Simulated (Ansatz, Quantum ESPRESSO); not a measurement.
# Screening and band shifts of 1T-IrSTe, 1 layer, part 4 of 6

Aim: how 1T-IrSTe, 1 layer screens a field along its normal, and what the field does to its bands.

Quantum ESPRESSO 7.5; plane-wave DFT, PBE, GBRV ultrasoft pseudopotentials; geometry and cross-check by Ansatz 0.2.0 with PAW datasets.

So far. Step 6 (Ground state: field 0.1 V/Å): The dipole goes from -0.0472 to -0.0148 e Å, 0.3237 e Å per V/Å. Step 7 (Electrostatic potential): The slope in the vacuum is 0.100 eV/Å for an applied 0.10 V/Å, as it should be.

## 8. SCF with pw.x: field 0.2 V/Å

Input file f2.in:

```
&control
  prefix = 'f2'
  outdir = './out'
  pseudo_dir = './pseudo'
  calculation = 'scf'
  tprnfor = .true.
  tefield = .true.
  dipfield = .true.
/
&system
  ibrav = 0
  nat = 3
  ntyp = 3
  ecutwfc = 40
  ecutrho = 200
  occupations = 'smearing'
  smearing = 'fd'
  degauss = 0.004
  edir = 3
  emaxpos = 0.97
  eopreg = 0.04
  eamp = 0.00388938
/
&electrons
  conv_thr = 1e-09
  mixing_beta = 0.4
  electron_maxstep = 120
  mixing_mode = 'plain'
  startingpot = 'file'
/
ATOMIC_SPECIES
  Te  127.6000  te_pbe_v1.uspp.F.UPF
  Ir  192.2170  ir_pbe_v1.2.uspp.F.UPF
  S   32.0600  s_pbe_v1.4.uspp.F.UPF
CELL_PARAMETERS angstrom
  3.58149410994492 0.00000000000000 -0.00000000000000
  -1.79074705497246 3.10166488271664 0.00000000000000
  -0.00000000000000 0.00000000000000 19.78160864870000
ATOMIC_POSITIONS crystal
  Te  0.666666666667 0.333333333333 0.425509723334
  Ir  0.000000000000 0.000000000000 0.517032945982
  S   0.333333333333 0.666666666667 0.572474588283
K_POINTS automatic
  12 12 1 0 0 0
```

The run is started by

```console
$ cp -r out/f0.save out/f2.save
$ OMP_NUM_THREADS=1 mpirun -n 4 pw.x -nk 4 -in f2.in > f2.out
```

Output:

```text
[banner, memory and clock lines left out]
Program PWSCF v.7.5 starts
[...]
number of electrons       =        27.00
     number of Kohn-Sham states=           18
     kinetic-energy cutoff     =      40.0000  Ry
     charge density cutoff     =     200.0000  Ry
[...]
number of k points=    74  Fermi-Dirac smearing, width (Ry)=  0.0040
[...]
Dense  grid:    70921 G-vectors     FFT dimensions: (  32,  32, 180)
[...]
The initial density is read from file :
[...]
negative rho (up, down):  3.188E-01 0.000E+00
[...]
Starting wfcs are   20 randomized atomic wfcs
[...]
negative rho (up, down):  3.182E-01 0.000E+00
[...]
estimated scf accuracy    <       0.06392472 Ry
[...]
negative rho (up, down):  3.191E-01 0.000E+00
[...]
estimated scf accuracy    <       1.14856606 Ry
[...]
negative rho (up, down):  3.188E-01 0.000E+00
[...]
estimated scf accuracy    <       0.00150881 Ry
[...]
negative rho (up, down):  3.188E-01 0.000E+00
[...]
estimated scf accuracy    <       0.00003132 Ry
[...]
negative rho (up, down):  3.187E-01 0.000E+00
[...]
estimated scf accuracy    <       0.00000289 Ry
[...]
negative rho (up, down):  3.187E-01 0.000E+00
[...]
estimated scf accuracy    <       0.00000068 Ry
[...]
negative rho (up, down):  3.187E-01 0.000E+00
[...]
estimated scf accuracy    <       0.00000004 Ry
[...]
negative rho (up, down):  3.187E-01 0.000E+00
[...]
estimated scf accuracy    <          8.0E-09 Ry
[...]
negative rho (up, down):  3.187E-01 0.000E+00
[...]
estimated scf accuracy    <          1.0E-09 Ry
[...]
negative rho (up, down):  3.187E-01 0.000E+00
[...]
Computed dipole along edir(3) :
        Dipole                0.0331 Ry au,          0.0842 Debye
        Dipole field          0.0003 Ry au,
        E field amplitude [Ha a.u.]:  3.8894E-03
        Potential amp.        0.2590 Ry
        Total length         35.8865 bohr
[...]
the Fermi energy is    -0.2849 ev
!    total energy              =    -232.40520708 Ry
     estimated scf accuracy    <          1.1E-10 Ry
     smearing contrib. (-TS)   =      -0.00106933 Ry
     internal energy E=F+TS    =    -232.40413774 Ry
[...]
one-electron contribution =    -979.80527907 Ry
     hartree contribution      =     493.30558167 Ry
     xc contribution           =     -73.27540789 Ry
     ewald contribution        =     327.37121593 Ry
     electric field correction =      -0.00024839 Ry
     convergence has been achieved in  10 iterations
     negative rho (up, down):  3.187E-01 0.000E+00
[...]
Total force =     0.011064     Total SCF correction =     0.000033
[...]
```

The job ended after 33 s (4 MPI ranks of AMD EPYC 9R14 (Zen 4), shared host; peak memory 0.6 GiB).

Read from the output:

| Property | Result |
| --- | --- |
| free energy | -3162.0339 eV |
| energy at zero smearing | -3162.0267 eV |
| Fermi energy | -0.2849 eV |
| dipole along the normal | 0.01753 e·Å |

The dipole goes from -0.0472 to 0.0175 e Å, 0.3234 e Å per V/Å.

## 9. Electrostatic potential

Input file f2.pot.in:

```
&inputpp
  prefix = 'f2'
  outdir = './out'
  filplot = 'f2.pot.dat'
  plot_num = 11
/
```

The run is started by

```console
$ OMP_NUM_THREADS=1 mpirun -n 4 pp.x -in f2.pot.in > f2.pot.out
```

Wall time 1.8 s (4 MPI ranks); peak memory 0.11 GiB.

This step gave:

- slope of the potential above: 0.2000 eV/Å
- upper vacuum line continued to the top atoms, over the Fermi level: 5.033 eV
- slope of the potential below: 0.1999 eV/Å
- lower vacuum line continued to the bottom atoms, over the Fermi level: 4.737 eV

The slope in the vacuum is 0.200 eV/Å for an applied 0.20 V/Å, as it should be.

## 10. Band structure: field 0.2 V/Å

Input file f2.bands.in:

```
&control
  prefix = 'f2.bands'
  outdir = './out'
  pseudo_dir = './pseudo'
  calculation = 'bands'
  tefield = .true.
  dipfield = .true.
/
&system
  ibrav = 0
  nat = 3
  ntyp = 3
  ecutwfc = 40
  ecutrho = 200
  occupations = 'smearing'
  smearing = 'fd'
  degauss = 0.004
  edir = 3
  emaxpos = 0.97
  eopreg = 0.04
  eamp = 0.00388938
  nbnd = 19
/
&electrons
  conv_thr = 1e-07
  mixing_beta = 0.4
  electron_maxstep = 120
  mixing_mode = 'local-TF'
/
ATOMIC_SPECIES
  Te  127.6000  te_pbe_v1.uspp.F.UPF
  Ir  192.2170  ir_pbe_v1.2.uspp.F.UPF
  S   32.0600  s_pbe_v1.4.uspp.F.UPF
CELL_PARAMETERS angstrom
  3.58149410994492 0.00000000000000 -0.00000000000000
  -1.79074705497246 3.10166488271664 0.00000000000000
  -0.00000000000000 0.00000000000000 19.78160864870000
ATOMIC_POSITIONS crystal
  Te  0.666666666667 0.333333333333 0.425509723334
  Ir  0.000000000000 0.000000000000 0.517032945982
  S   0.333333333333 0.666666666667 0.572474588283
K_POINTS crystal_b
4
  0.0000000000 0.0000000000 0.0000000000 14
  0.5000000000 0.0000000000 0.0000000000 14
  0.3333333333 0.3333333333 0.0000000000 14
  0.0000000000 0.0000000000 0.0000000000 1
```

The run is started by

```console
$ cp -r out/f2.save out/f2.bands.save
$ cp out/f2.xml out/f2.bands.xml
$ OMP_NUM_THREADS=1 mpirun -n 4 pw.x -nk 4 -in f2.bands.in > f2.bands.out
```

Output:

```text
[banner, memory and clock lines left out]
Program PWSCF v.7.5 starts
[citation notice left out]

[...]
bravais-lattice index     =            0
     lattice parameter (alat)  =       6.7680  a.u.
     unit-cell volume          =    1482.9186 (a.u.)^3
     number of atoms/cell      =            3
     number of atomic types    =            3
     number of electrons       =        27.00
     number of Kohn-Sham states=           19
     kinetic-energy cutoff     =      40.0000  Ry
     charge density cutoff     =     200.0000  Ry
     Exchange-correlation=  SLA  PW   PBX  PBC
                           (   1   4   3   4   0   0   0)

[...]
PseudoPot. # 1 for Te read from file:
     ./pseudo/te_pbe_v1.uspp.F.UPF
     Pseudo is Ultrasoft + core correction, Zval =  6.0
     Generated by new atomic code, or converted to UPF format
     Using radial grid of  891 points,  5 beta functions with:
                l(1) =   0
                l(2) =   0
                l(3) =   1
                l(4) =   1
                l(5) =   2
     Q(r) pseudized with  6 coefficients,  rinner =    1.800   1.800   1.800
                                                       1.800   1.800

     PseudoPot. # 2 for Ir read from file:
     ./pseudo/ir_pbe_v1.2.uspp.F.UPF
     Pseudo is Ultrasoft + core correction, Zval = 15.0
     Generated by new atomic code, or converted to UPF format
     Using radial grid of  983 points,  7 beta functions with:
                l(1) =   0
                l(2) =   0
                l(3) =   1
                l(4) =   1
                l(5) =   1
                l(6) =   2
                l(7) =   2
     Q(r) pseudized with  8 coefficients,  rinner =    1.400   1.400   1.400
                                                       1.400   1.400

     PseudoPot. # 3 for S  read from file:
     ./pseudo/s_pbe_v1.4.uspp.F.UPF
     Pseudo is Ultrasoft + core correction, Zval =  6.0
     Generated by new atomic code, or converted to UPF format
     Using radial grid of  907 points,  6 beta functions with:
                l(1) =   0
                l(2) =   0
                l(3) =   1
                l(4) =   1
                l(5) =   2
                l(6) =   2
     Q(r) pseudized with  8 coefficients,  rinner =    1.300   1.300   1.300
                                                       1.300   1.300

     atomic species   valence    mass     pseudopotential
     Te                6.00   127.60000     Te( 1.00)
     Ir               15.00   192.21700     Ir( 1.00)
     S                 6.00    32.06000     S ( 1.00)

     No symmetry found

[...]
number of k points=    43  Fermi-Dirac smearing, width (Ry)=  0.0040
[...]
Dense  grid:    70921 G-vectors     FFT dimensions: (  32,  32, 180)

     Smooth grid:    50737 G-vectors     FFT dimensions: (  27,  27, 160)

     The potential is recalculated from file :
     ./out/f2.bands.save/charge-density

     negative rho (up, down):  3.187E-01 0.000E+00

     Adding external electric field

     Computed dipole along edir(3) :
        Dipole                0.0331 Ry au,          0.0842 Debye
        Dipole field          0.0003 Ry au,

        E field amplitude [Ha a.u.]:  3.8894E-03
        Potential amp.        0.2590 Ry
        Total length         35.8865 bohr

     Starting wfcs are   20 randomized atomic wfcs

     Band Structure Calculation
     Davidson diagonalization with overlap

     ethr =  3.70E-10,  avg # of iterations = 51.5

     End of band structure calculation

          k = 0.0000 0.0000 0.0000 (  6291 PWs)   bands (ev):

   -49.3555 -49.3555 -49.3382 -14.7782 -12.6516  -6.1097  -5.7204  -5.7204
    -3.1155  -2.7972  -2.7972  -0.5336   0.0762   0.0762   2.8703   2.8703
     2.8850   3.7236   4.5894

          k = 0.0357 0.0206 0.0000 (  6309 PWs)   bands (ev):

   -49.3559 -49.3556 -49.3382 -14.7645 -12.6436  -6.1039  -5.7277  -5.7116
    -3.0954  -2.8160  -2.8097  -0.6280   0.0805   0.1106   2.7327   2.8370
     2.9139   3.7651   4.6451

[...]
```

Wall time 15 s (4 MPI ranks); peak memory 0.37 GiB.

Band numbers count within the set of bands kept for display. The electronic bands at the labelled points (eV, zero at the Fermi level; # counts the bands kept):

| point | #6 | #7 | #8 | #9 | #10 | #11 | #12 | #13 |
| --- | --- | --- | --- | --- | --- | --- | --- | --- |
| Γ | -2.51 | -0.25 | 0.36 | 0.36 | 3.16 | 3.16 | 3.17 | 4.01 |
| halfway | -2.55 | -1.35 | -0.18 | 0.06 | 1.50 | 2.51 | 4.24 | 5.18 |
| M | -2.05 | -1.49 | -1.32 | -1.28 | 1.89 | 2.44 | 3.82 | 5.17 |
| halfway | -2.94 | -1.67 | -1.47 | -0.45 | 1.12 | 2.30 | 4.31 | 6.58 |
| K | -3.41 | -1.65 | -1.22 | -0.59 | 0.73 | 2.52 | 4.38 | 6.71 |
| halfway | -2.36 | -1.46 | -0.79 | 0.30 | 1.48 | 1.86 | 4.58 | 5.54 |
| Γ | -2.51 | -0.25 | 0.36 | 0.36 | 3.16 | 3.16 | 3.17 | 4.01 |

Upper empty bands that drop with the field can be states of the vacuum, held by the sawtooth; they depend on the cell's width.

## 11. SCF with pw.x: field 0.3 V/Å

f3.in, as its differences from the input of step 8:

```diff
@@ -1,3 +1,3 @@
 &control
-  prefix = 'f2'
+  prefix = 'f3'
   outdir = './out'
@@ -21,3 +21,3 @@
   eopreg = 0.04
-  eamp = 0.00388938
+  eamp = 0.00583407
 /
```

The run is started by

```console
$ cp -r out/f0.save out/f3.save
$ OMP_NUM_THREADS=1 mpirun -n 4 pw.x -nk 4 -in f3.in > f3.out
```

Output:

```text
[banner, memory and clock lines left out]
Program PWSCF v.7.5 starts
[...]
number of electrons       =        27.00
     number of Kohn-Sham states=           18
     kinetic-energy cutoff     =      40.0000  Ry
     charge density cutoff     =     200.0000  Ry
[...]
number of k points=    74  Fermi-Dirac smearing, width (Ry)=  0.0040
[...]
Dense  grid:    70921 G-vectors     FFT dimensions: (  32,  32, 180)
[...]
The initial density is read from file :
[...]
negative rho (up, down):  3.188E-01 0.000E+00
[...]
Starting wfcs are   20 randomized atomic wfcs
[...]
negative rho (up, down):  3.180E-01 0.000E+00
[...]
estimated scf accuracy    <       0.14702972 Ry
[...]
negative rho (up, down):  3.195E-01 0.000E+00
[...]
estimated scf accuracy    <       2.62543882 Ry
[...]
negative rho (up, down):  3.189E-01 0.000E+00
[...]
estimated scf accuracy    <       0.00474026 Ry
[...]
negative rho (up, down):  3.188E-01 0.000E+00
[...]
estimated scf accuracy    <       0.00016955 Ry
[...]
negative rho (up, down):  3.188E-01 0.000E+00
[...]
estimated scf accuracy    <       0.00001945 Ry
[...]
negative rho (up, down):  3.187E-01 0.000E+00
[...]
estimated scf accuracy    <       0.00000467 Ry
[...]
negative rho (up, down):  3.187E-01 0.000E+00
[...]
estimated scf accuracy    <       0.00000029 Ry
[...]
negative rho (up, down):  3.187E-01 0.000E+00
[...]
estimated scf accuracy    <       0.00000004 Ry
[...]
negative rho (up, down):  3.187E-01 0.000E+00
[...]
estimated scf accuracy    <       0.00000001 Ry
[...]
negative rho (up, down):  3.187E-01 0.000E+00
[...]
Computed dipole along edir(3) :
        Dipole                0.0944 Ry au,          0.2399 Debye
        Dipole field          0.0008 Ry au,
        E field amplitude [Ha a.u.]:  5.8341E-03
        Potential amp.        0.3613 Ry
        Total length         35.8865 bohr
[...]
the Fermi energy is    -0.2889 ev
!    total energy              =    -232.40545512 Ry
     estimated scf accuracy    <          5.2E-10 Ry
     smearing contrib. (-TS)   =      -0.00106959 Ry
     internal energy E=F+TS    =    -232.40438553 Ry
[...]
one-electron contribution =    -979.74094884 Ry
     hartree contribution      =     493.24095616 Ry
     xc contribution           =     -73.27458304 Ry
     ewald contribution        =     327.37121593 Ry
     electric field correction =      -0.00102575 Ry
     convergence has been achieved in  10 iterations
     negative rho (up, down):  3.187E-01 0.000E+00
[...]
Total force =     0.011063     Total SCF correction =     0.000039
[...]
```

Elapsed: 33 s, on 4 MPI ranks; peak memory 0.84 GiB.

Numbers from this step:

- free energy: -3162.0373 eV
- energy at zero smearing: -3162.0300 eV
- Fermi energy: -0.2889 eV
- dipole along the normal: 0.04995 e·Å

The dipole goes from -0.0472 to 0.0499 e Å, 0.3237 e Å per V/Å.

## 12. Electrostatic potential

Input file f3.pot.in:

```
&inputpp
  prefix = 'f3'
  outdir = './out'
  filplot = 'f3.pot.dat'
  plot_num = 11
/
```

The run is started by

```console
$ OMP_NUM_THREADS=1 mpirun -n 4 pp.x -in f3.pot.in > f3.pot.out
```

The job ended after 1.8 s (4 MPI ranks; peak memory 0.11 GiB).

Read from the output:

* slope of the potential above: 0.3000 eV/Å
* upper vacuum line continued to the top atoms, over the Fermi level: 4.939 eV
* slope of the potential below: 0.2999 eV/Å
* lower vacuum line continued to the bottom atoms, over the Fermi level: 4.879 eV

The slope in the vacuum is 0.300 eV/Å for an applied 0.30 V/Å, as it should be.

Each curve counts from the Fermi level of its own run.

The runs together. Potential energy against z:

```csv
z (Å),potential at 0 V/Å (eV),potential at 0.1 V/Å (eV),potential at 0.2 V/Å (eV),potential at 0.3 V/Å (eV)
0,4.65,4.31,3.97,3.64
1,4.46,3.86,3.25,2.65
2,4.46,3.96,3.45,2.96
3,4.46,4.06,3.65,3.25
4,4.46,4.15,3.85,3.55
5,4.45,4.25,4.05,3.85
6,4.38,4.27,4.16,4.06
7,3.19,3.16,3.13,3.10
8,12.7,12.7,12.7,12.6
9,5.83,5.83,5.83,5.83
10,-13.3,-13.3,-13.3,-13.3
11,-11.7,-11.7,-11.7,-11.7
12,0.259,0.274,0.291,0.307
13,5.01,5.09,5.17,5.25
14,5.22,5.39,5.56,5.73
15,5.23,5.50,5.77,6.04
16,5.23,5.60,5.97,6.34
17,5.23,5.70,6.17,6.64
18,5.23,5.80,6.37,6.94
19,5.23,5.90,6.57,7.24
```

## 13. Bands along a path: field 0.3 V/Å

f3.bands.in, as its differences from the input of step 10:

```diff
@@ -1,3 +1,3 @@
 &control
-  prefix = 'f2.bands'
+  prefix = 'f3.bands'
   outdir = './out'
@@ -20,3 +20,3 @@
   eopreg = 0.04
-  eamp = 0.00388938
+  eamp = 0.00583407
   nbnd = 19
```

The run is started by

```console
$ cp -r out/f3.save out/f3.bands.save
$ cp out/f3.xml out/f3.bands.xml
$ OMP_NUM_THREADS=1 mpirun -n 4 pw.x -nk 4 -in f3.bands.in > f3.bands.out
```

Output:

```text
[banner, memory and clock lines left out]
Program PWSCF v.7.5 starts
[citation notice left out]

[...]
bravais-lattice index     =            0
     lattice parameter (alat)  =       6.7680  a.u.
     unit-cell volume          =    1482.9186 (a.u.)^3
     number of atoms/cell      =            3
     number of atomic types    =            3
     number of electrons       =        27.00
     number of Kohn-Sham states=           19
     kinetic-energy cutoff     =      40.0000  Ry
     charge density cutoff     =     200.0000  Ry
     Exchange-correlation=  SLA  PW   PBX  PBC
                           (   1   4   3   4   0   0   0)

[...]
PseudoPot. # 1 for Te read from file:
     ./pseudo/te_pbe_v1.uspp.F.UPF
     Pseudo is Ultrasoft + core correction, Zval =  6.0
     Generated by new atomic code, or converted to UPF format
     Using radial grid of  891 points,  5 beta functions with:
                l(1) =   0
                l(2) =   0
                l(3) =   1
                l(4) =   1
                l(5) =   2
     Q(r) pseudized with  6 coefficients,  rinner =    1.800   1.800   1.800
                                                       1.800   1.800

     PseudoPot. # 2 for Ir read from file:
     ./pseudo/ir_pbe_v1.2.uspp.F.UPF
     Pseudo is Ultrasoft + core correction, Zval = 15.0
     Generated by new atomic code, or converted to UPF format
     Using radial grid of  983 points,  7 beta functions with:
                l(1) =   0
                l(2) =   0
                l(3) =   1
                l(4) =   1
                l(5) =   1
                l(6) =   2
                l(7) =   2
     Q(r) pseudized with  8 coefficients,  rinner =    1.400   1.400   1.400
                                                       1.400   1.400

     PseudoPot. # 3 for S  read from file:
     ./pseudo/s_pbe_v1.4.uspp.F.UPF
     Pseudo is Ultrasoft + core correction, Zval =  6.0
     Generated by new atomic code, or converted to UPF format
     Using radial grid of  907 points,  6 beta functions with:
                l(1) =   0
                l(2) =   0
                l(3) =   1
                l(4) =   1
                l(5) =   2
                l(6) =   2
     Q(r) pseudized with  8 coefficients,  rinner =    1.300   1.300   1.300
                                                       1.300   1.300

     atomic species   valence    mass     pseudopotential
     Te                6.00   127.60000     Te( 1.00)
     Ir               15.00   192.21700     Ir( 1.00)
     S                 6.00    32.06000     S ( 1.00)

     No symmetry found

[...]
number of k points=    43  Fermi-Dirac smearing, width (Ry)=  0.0040
[...]
Dense  grid:    70921 G-vectors     FFT dimensions: (  32,  32, 180)

     Smooth grid:    50737 G-vectors     FFT dimensions: (  27,  27, 160)

     The potential is recalculated from file :
     ./out/f3.bands.save/charge-density

     negative rho (up, down):  3.187E-01 0.000E+00

     Adding external electric field

     Computed dipole along edir(3) :
        Dipole                0.0944 Ry au,          0.2399 Debye
        Dipole field          0.0008 Ry au,

        E field amplitude [Ha a.u.]:  5.8341E-03
        Potential amp.        0.3613 Ry
        Total length         35.8865 bohr

     Starting wfcs are   20 randomized atomic wfcs

     Band Structure Calculation
     Davidson diagonalization with overlap

     ethr =  3.70E-10,  avg # of iterations = 52.3

     End of band structure calculation

          k = 0.0000 0.0000 0.0000 (  6291 PWs)   bands (ev):

   -49.3613 -49.3613 -49.3435 -14.7803 -12.6593  -6.1112  -5.7244  -5.7244
    -3.1318  -2.8021  -2.8021  -0.5286   0.0717   0.0717   2.6322   2.8650
     2.8650   3.4637   4.4865

          k = 0.0357 0.0206 0.0000 (  6309 PWs)   bands (ev):

   -49.3617 -49.3614 -49.3434 -14.7666 -12.6514  -6.1057  -5.7313  -5.7156
    -3.1116  -2.8210  -2.8146  -0.6248   0.0761   0.1079   2.6559   2.7288
     2.8317   3.5016   4.5545

[...]
```

It took 15 s on 4 MPI ranks; peak memory 0.37 GiB; 58 s of CPU time.

Band numbers count within the set of bands kept for display. The electronic bands at the labelled points (eV, zero at the Fermi level; # counts the bands kept):

```csv
point,#6,#7,#8,#9,#10,#11,#12,#13
Γ,-2.51,-0.24,0.36,0.36,2.92,3.15,3.15,3.75
halfway,-2.55,-1.35,-0.18,0.05,1.50,2.51,3.95,4.91
M,-2.05,-1.49,-1.31,-1.28,1.88,2.44,3.81,5.17
halfway,-2.94,-1.67,-1.47,-0.44,1.12,2.29,4.29,6.55
K,-3.40,-1.65,-1.22,-0.59,0.72,2.52,4.36,6.66
halfway,-2.37,-1.46,-0.79,0.30,1.48,1.86,4.29,5.26
Γ,-2.51,-0.24,0.36,0.36,2.92,3.15,3.15,3.75
```

Upper empty bands that drop with the field can be states of the vacuum, held by the sawtooth; they depend on the cell's width.

(Part 4 of 6 ends here.)

[Logs are printed without paths, hosts, clocks, repeated set-up lines and the standing remarks that a program may print on its own settings, such as how far it seeks lower states.]

[Hosts, paths, dates, database ids (printed as entryN), source tags and the programs' standing remarks are cut or masked in the printed files.]

[Maps of the electrostatic potential energy from Ansatz leave out the sawtooth potential of an applied field or a dipole correction, so their vacuum need not be flat; planar profiles and work functions include it.]
